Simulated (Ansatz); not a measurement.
# NaMgBr3 (model cell, started as cubic perovskite with Mg in the octahedra): a soft mode frozen in, part 2 of 3

Wanted: the energy along a soft mode of NaMgBr3 (model cell, started as cubic perovskite with Mg in the octahedra) and the structure at the end.

Ansatz 0.2.0; DFT PBE, scalar-relativistic, plane waves, PAW.

So far, highest frequency on the path or at a solved wavevector (cm⁻¹): step 2 (response at finite wavevector) 272. Also lowest frequency on the path (cm⁻¹): step 2 -78.9.

The structure was built from a prototype and need not be the compound's stable phase.

## 6. Relaxation from the frozen mode

Starting from the lowest point found, all atoms and the cell are let go, so that strain and other modes of the same symmetry can join in.

The input, input.yaml:

```yaml
crystal:
  lattice:
    - [5.3131069714, 0.0, 0.0]
    - [0.0, 5.3131069714, 0.0]
    - [0.0, 0.0, 10.6262139428]
  atoms:
    - { symbol: Na, position: [-0.0798523484, -0.0798523484, 0.0] }
    - { symbol: Na, position: [0.0798523484, 0.0798523484, 0.5] }
    - { symbol: Mg, position: [0.5, 0.5, 0.25] }
    - { symbol: Mg, position: [0.5, 0.5, 0.75] }
    - { symbol: Br, position: [0.4876612275, 0.4876612275, 0.5] }
    - { symbol: Br, position: [0.5123387725, 0.5123387725, 0.0] }
    - { symbol: Br, position: [0.5, 0.0, 0.25] }
    - { symbol: Br, position: [0.5, 0.0, 0.75] }
    - { symbol: Br, position: [0.0, 0.5, 0.25] }
    - { symbol: Br, position: [0.0, 0.5, 0.75] }
kpoints:
  mp_grid: { grid: [4, 4, 2] }
hamiltonian:
  xc: pbe
scf:
  occupations: { method: fixed }
output:
  forces: true
  stress: true
  eigenvalues: true
relax:
  adjacent_minimum: "off"
  f_tol: 0.002
  max_steps: 120
  cell: { stress_tol: 0.03 }
```

On the command line:

```console
> ansatz run input.yaml --threads 4 --pin off --max-ram 14336MiB --backend cpu --events-out ev --progress --plain --runs-dir out
```

Numbers of over 12 decimals in the logs are rounded to 6 here.

The program printed:

```text
[...]
Crystal: 10 atoms, lattice volume = 299.969 Å³
Basis set: ecut = 420 eV, 5851 PW (Γ), exchange–correlation on 72×72×144 points (8 copies of the dense FFT grid, shifted against one another)
Bands: 50, of which v1, the nominal top of the filled ones, is band 40 counted from 1 (39 counted from 0)
Symmetry: 8 space group operations
[...]
k-points: 14 of 32
[...]
SCF iter   1: F=—  HF=-23533.382681 eV  |F-HF|=—  |Δ(HF+E_count)|=         —  Δρ=5.74e-4  dr2=2.12e-3  ethr=1.77e-3  ⟨swp⟩=6.4  Hψ=2885  notcnv=0  defer=101
[...]
SCF iter   6: F=-23533.383337 eV  HF=-23533.383337 eV  |F-HF|=3.90e-9  |Δ(HF+E_count)|=   1.60e-7  Δρ=2.35e-6  dr2=1.27e-8  ethr=1.25e-10  ⟨swp⟩=18.4  Hψ=4617  notcnv=0
SCF 1 converged in 6 iterations: F = -23533.383337 eV  dr2 = 1.27e-8
[...]
relax step   1: F+E_penalty+E_count = -23533.38333680 eV  Δ(F+E_penalty+E_count) = +0.000e0 eV  max|allowed force component| = 8.651e-2 eV/Å  Δτ_max = 0.0000 Å  P = +0.284 GPa  Ω = 299.969 Å³  (6 SCF iters, dr2 threshold 1.00e-7 eV, accepted)
Crystal: 10 atoms, lattice volume = 305.240 Å³
Basis set: ecut = 420 eV, 5915 PW (Γ), exchange–correlation on 72×72×144 points (8 copies of the dense FFT grid, shifted against one another)
[...]
iter 1 solved again at ethr=8.21e-5 eV; its pass at ethr=3.10e-3 eV (dr2=6.56e-2 eV) is discarded
[...]
SCF iter   6: F=-23533.411531 eV  HF=-23533.411531 eV  |F-HF|=3.06e-7  |Δ(HF+E_count)|=   2.17e-6  Δρ=4.89e-6  dr2=8.15e-8  ethr=7.41e-10  ⟨swp⟩=14.3  Hψ=4114  notcnv=0
SCF 2 converged in 6 iterations: F = -23533.411531 eV  dr2 = 8.15e-8
relax step   2: F+E_penalty+E_count = -23533.41153092 eV  Δ(F+E_penalty+E_count) = -2.819e-2 eV  max|allowed force component| = 8.942e-2 eV/Å  Δτ_max = 0.1004 Å  P = -0.104 GPa  Ω = 305.240 Å³  energy of the carried Pulay correction = -2.911e-4 eV  (6 SCF iters, dr2 threshold 5.93e-7 eV, accepted)
Crystal: 10 atoms, lattice volume = 306.211 Å³
Basis set: ecut = 420 eV, 5939 PW (Γ), exchange–correlation on 72×72×144 points (8 copies of the dense FFT grid, shifted against one another)
[...]
SCF iter   6: F=-23533.438892 eV  HF=-23533.438890 eV  |F-HF|=1.30e-6  |Δ(HF+E_count)|=   1.25e-5  Δρ=8.19e-6  dr2=3.72e-7  ethr=6.25e-10  ⟨swp⟩=16.3  Hψ=4597  notcnv=0
SCF 3 converged in 6 iterations: F = -23533.438892 eV  dr2 = 3.72e-7
relax step   3: F+E_penalty+E_count = -23533.43889164 eV  Δ(F+E_penalty+E_count) = -2.736e-2 eV  max|allowed force component| = 6.707e-2 eV/Å  Δτ_max = 0.1957 Å  P = +0.100 GPa  Ω = 306.211 Å³  energy of the carried Pulay correction = -3.441e-4 eV  (6 SCF iters, dr2 threshold 5.00e-7 eV, accepted)
[...]
relax step   4: F+E_penalty+E_count = -23533.44572876 eV  Δ(F+E_penalty+E_count) = -6.837e-3 eV  max|allowed force component| = 1.855e-2 eV/Å  Δτ_max = 0.0901 Å  P = -0.002 GPa  Ω = 307.312 Å³  energy of the carried Pulay correction = -4.041e-4 eV  (6 SCF iters, dr2 threshold 2.81e-7 eV, accepted)
[...]
relax step   5: F+E_penalty+E_count = -23533.44673230 eV  Δ(F+E_penalty+E_count) = -1.004e-3 eV  max|allowed force component| = 1.042e-3 eV/Å  Δτ_max = 0.0230 Å  P = -0.013 GPa  Ω = 307.592 Å³  energy of the carried Pulay correction = -4.193e-4 eV  (6 SCF iters, dr2 threshold 2.29e-8 eV, accepted)
[...]
relax step   6: F+E_penalty+E_count = -23533.44688093 eV  Δ(F+E_penalty+E_count) = -1.486e-4 eV  max|allowed force component| = 4.257e-4 eV/Å  Δτ_max = 0.0033 Å  P = -0.005 GPa  Ω = 307.460 Å³  energy of the carried Pulay correction = -4.121e-4 eV  (5 SCF iters, dr2 threshold 5.64e-9 eV, accepted)
[...]
relax step   7: F+E_penalty+E_count = -23533.44688826 eV  Δ(F+E_penalty+E_count) = -7.330e-6 eV  max|allowed force component| = 3.456e-4 eV/Å  Δτ_max = 0.0022 Å  P = -0.001 GPa  Ω = 307.379 Å³  energy of the carried Pulay correction = -4.077e-4 eV  (7 SCF iters, accepted)
[...]
SCF iter   6: F=-23533.447160 eV  HF=-23533.447160 eV  |F-HF|=9.09e-11  |Δ(HF+E_count)|=   2.77e-9  Δρ=1.06e-7  dr2=2.94e-11  ethr=1.00e-12  ⟨swp⟩=21.1  Hψ=5162  notcnv=0
SCF 8 converged in 6 iterations: F = -23533.447160 eV  dr2 = 2.94e-11
relax step   8: F+E_penalty+E_count = -23533.44716007 eV  Δ(F+E_penalty+E_count) = -2.718e-4 eV  max|allowed force component| = 3.533e-4 eV/Å  Δτ_max = 0.0000 Å  P = -0.002 GPa  Ω = 307.379 Å³  stress off target by 4.57e-3 GPa  SCF on the basis re-selected at this cell (its energy is not comparable with the rows above)  (6 SCF iters)
basis re-selected at this cell: Δ(F+E_penalty+E_count) = -2.718e-4 eV, ΔP = -0.002 GPa vs the last step (what re-selecting the basis moved, of the pressure what is left beyond the Pulay correction that the steps carried, after the strain that the cell walked since its last selection, with what the two solves' SCF thresholds leave and, on support functions, any second-order correction that the steps lacked; it is no m [...]
SCF converged after 6 iterations
Free energy (F): -23533.447160 eV
[...]
Internal energy: -23533.447160 eV  (E = F + TS)
E sigma→0 (E₀):  -23533.447160 eV
Fermi energy:    1.749017 eV
[...]
--- Forces (eV/Å), atoms counted from 1 ---
  atom   1  Na    -0.00035334    -0.00035334     0.00000000
  atom   2  Na     0.00035334     0.00035334     0.00000000
  atom   3  Mg     0.00000000     0.00000000     0.00000000
  atom   4  Mg     0.00000000     0.00000000    -0.00000000
  atom   5  Br    -0.00021964    -0.00021964     0.00000000
  atom   6  Br     0.00021964     0.00021964     0.00000000
  atom   7  Br     0.00000000     0.00000000    -0.00000000
  atom   8  Br    -0.00000000     0.00000000     0.00000000
  atom   9  Br     0.00000000     0.00000000    -0.00000000
  atom  10  Br     0.00000000     0.00000000     0.00000000
  max |Σ_I F_I| component: 8.13e-20 eV/Å
--- Stress (GPa, compression-positive) ---
       -0.002702      -0.001867       0.000000
       -0.001867      -0.002702       0.000000
        0.000000       0.000000      -0.001759
  P = ⅓ Tr σ = -0.0024 GPa (-0.024 kbar)
--- Band table (eV; the first three rows and the last of 14) ---
  k-point 0: bands = [... 36 lower, 1.0239, 1.1338, 1.3035, 1.3093, 4.2596, 5.2504, 6.5001, 7.0527, ... 6 higher]
  k-point 1: bands = [... 36 lower, 0.9781, 0.9781, 1.2987, 1.2987, 5.2287, 5.2287, 5.8935, 5.8935, ... 6 higher]
  k-point 2: bands = [... 36 lower, 0.9817, 0.9827, 1.0808, 1.2193, 5.2136, 5.8482, 6.9998, 7.1694, ... 6 higher]
  k-point 13: bands = [... 36 lower, 1.2012, 1.2012, 1.7242, 1.7242, 6.4851, 6.4851, 7.7872, 7.7872, ... 6 higher]
--- Relaxed structure (7 steps of the walk, 7 accepted, 1 SCFs on fresh bases) ---
  F+E_penalty+E_count = -23533.44716007 eV   max|allowed force component| = 3.533e-4 eV/Å   (the final SCF, on the basis selected at the relaxed cell)
  cell:  # Å, volume = 307.3791 Å³
    - [5.375473, 0.121301, 0.0]
    - [0.121301, 5.375473, 0.0]
    - [0.0, 0.0, 10.642954]
  atoms:
    - { symbol: Na, position: [-0.128102, -0.128102, 0] }
    - { symbol: Na, position: [0.128102, 0.128102, 0.5] }
    - { symbol: Mg, position: [0.5, 0.5, 0.25] }
    - { symbol: Mg, position: [0.5, 0.5, 0.750000] }
    - { symbol: Br, position: [0.500303, 0.500303, 0.5] }
    - { symbol: Br, position: [0.499697, 0.499697, 0] }
    - { symbol: Br, position: [0.5, 0.0, 0.25] }
    - { symbol: Br, position: [0.5, 0.0, 0.750000] }
    - { symbol: Br, position: [0.0, 0.5, 0.25] }
    - { symbol: Br, position: [0.0, 0.5, 0.750000] }
```

It took 21 s on 4 threads of Arm Neoverse V2, shared host; peak memory 0.73 GiB; 81 s of CPU time.

Step by step:

```tsv
step	energy less that of the first step (eV)	largest force component (eV/Å)	pressure (GPa)	volume (Å³)
1	0.0000	0.0865	0.28	299.97
2	-0.0282	0.0894	-0.10	305.24
3	-0.0556	0.0671	0.10	306.21
4	-0.0624	0.0186	0.00	307.31
5	-0.0634	0.0010	-0.01	307.59
6	-0.0635	0.0004	0.00	307.46
7	-0.0636	0.0003	0.00	307.38
8*	-0.0638	0.0004	0.00	307.38
```

Relaxation steps marked * repeat the geometry before them on a plane-wave basis chosen anew for their cell, so energy and pressure can jump there.

The run keeps the 8 symmetry operations that it works with, so distortions that break them were not tested.

```tsv
conventional cell, symmetrised	before	after	change
a (Å)	7.514	7.431	-1.1 %
b (Å)	7.514	7.774	+3.5 %
c (Å)	10.626	10.643	+0.2 %
volume (Å³/atom)	30.00	30.74	+2.5 %
```

The atoms that moved most (Å, as changes of fractional coordinates times the final cell):

```tsv
atom	dx	dy	dz	length
Na1	-0.265	-0.265	0.000	0.375
Na2	0.265	0.265	0.000	0.375
Br5	0.069	0.069	0.000	0.098
Br6	-0.069	-0.069	0.000	0.098
```

Final coordinates:

```cif
data_structure
_symmetry_space_group_name_H-M 'P 1'
_symmetry_Int_Tables_number 1
_cell_length_a 5.3768
_cell_length_b 5.3768
_cell_length_c 10.6430
_cell_angle_alpha 90.000
_cell_angle_beta 90.000
_cell_angle_gamma 87.415
_cell_volume 307.38
loop_
_atom_site_label
_atom_site_type_symbol
_atom_site_fract_x
_atom_site_fract_y
_atom_site_fract_z
_atom_site_occupancy
Na1 Na 0.87190 0.87190 0.00000 1
Na2 Na 0.12810 0.12810 0.50000 1
Mg3 Mg 0.50000 0.50000 0.25000 1
Mg4 Mg 0.50000 0.50000 0.75000 1
Br5 Br 0.50030 0.50030 0.50000 1
Br6 Br 0.49970 0.49970 0.00000 1
Br7 Br 0.50000 0.00000 0.25000 1
Br8 Br 0.50000 0.00000 0.75000 1
Br9 Br 0.00000 0.50000 0.25000 1
Br10 Br 0.00000 0.50000 0.75000 1
```

Numbers from this step:

- pressure: -0.002388 GPa
- gap on the k-mesh: 2.511 eV
- volume per atom: 30.74 Å³

The distorted start has space group Cmcm; the relaxation ends in Cmcm.

## 7. The new phase in its own primitive cell

The relaxed structure is symmetrised, reduced to its primitive cell and relaxed tightly, as its phonons need.

The input, input.yaml:

```yaml
crystal:
  lattice:
    - [3.7152602698, -3.8868062188, 0.0]
    - [3.7152602698, 3.8868062188, 0.0]
    - [0.0, 0.0, 10.6429543434]
  atoms:
    - { symbol: Na, position: [0.1281024029, 0.8718975971, 0.75] }
    - { symbol: Na, position: [0.8718975971, 0.1281024029, 0.25] }
    - { symbol: Mg, position: [0.5, 0.5, 0.0] }
    - { symbol: Mg, position: [0.5, 0.5, 0.5] }
    - { symbol: Br, position: [0.4996973651, 0.5003026349, 0.25] }
    - { symbol: Br, position: [0.5003026349, 0.4996973651, 0.75] }
    - { symbol: Br, position: [0.0, 0.5, 0.0] }
    - { symbol: Br, position: [0.0, 0.5, 0.5] }
    - { symbol: Br, position: [0.5, 0.0, 0.0] }
    - { symbol: Br, position: [0.5, 0.0, 0.5] }
kpoints:
  mp_grid: { grid: [4, 4, 2] }
hamiltonian:
  xc: pbe
scf:
  occupations: { method: fixed }
output:
  forces: true
  stress: true
  eigenvalues: true
relax:
  adjacent_minimum: "off"
  f_tol: 0.001
  max_steps: 60
  cell: { stress_tol: 0.01 }
```

The program printed:

```text
[...]
Crystal: 10 atoms, lattice volume = 307.379 Å³
Basis set: ecut = 420 eV, 5975 PW (Γ), exchange–correlation on 72×72×144 points (8 copies of the dense FFT grid, shifted against one another)
Bands: 50, of which v1, the nominal top of the filled ones, is band 40 counted from 1 (39 counted from 0)
Symmetry: 8 space group operations
[...]
k-points: 14 of 32
[...]
- { symbol: Na, position: [0.8718975971, 0.128102, 0.25] }
    - { symbol: Mg, position: [0.5, 0.5, 0.0] }
    - { symbol: Mg, position: [0.5, 0.5, 0.5] }
    - { symbol: Br, position: [0.4996973651, 0.5003026349, 0.25] }
    - { symbol: Br, position: [0.5003026349, 0.4996973651, 0.75] }
    - { symbol: Br, position: [0.0, 0.5, 0.0] }
    - { symbol: Br, position: [0.0, 0.5, 0.5] }
    - { symbol: Br, position: [0.5, 0.0, 0.0] }
    - { symbol: Br, position: [0.5, 0.0, 0.5] }
[key lines of the parts left out:]
SCF converged after 10 iterations
Free energy (F): -23533.447160 eV
Fermi energy:    1.749018 eV
P = ⅓ Tr σ = -0.0024 GPa (-0.024 kbar)
```

Wall time 6.2 s (4 threads); peak memory 0.73 GiB.

Little changed from the start: no atom moved by 0.005 Å and no cell edge by 0.1 %.

Numbers from this step:

| Quantity | Value |
| --- | --- |
| pressure | -0.002389 GPa |
| direct gap on mesh | 2.950 eV |

The largest force component left is 0.50 meV/Å and the pressure is -0.002 GPa, within the tolerances set. The cell now holds 30.74 Å³/atom.

[end of part 2 of 3]

[Logs are printed without paths, hosts, clocks, repeated set-up lines and the standing remarks that a program may print on its own settings, such as how far it seeks lower states.]

[Hosts, paths, dates, database ids (printed as entryN), source tags and the programs' standing remarks are cut or masked in the printed files.]
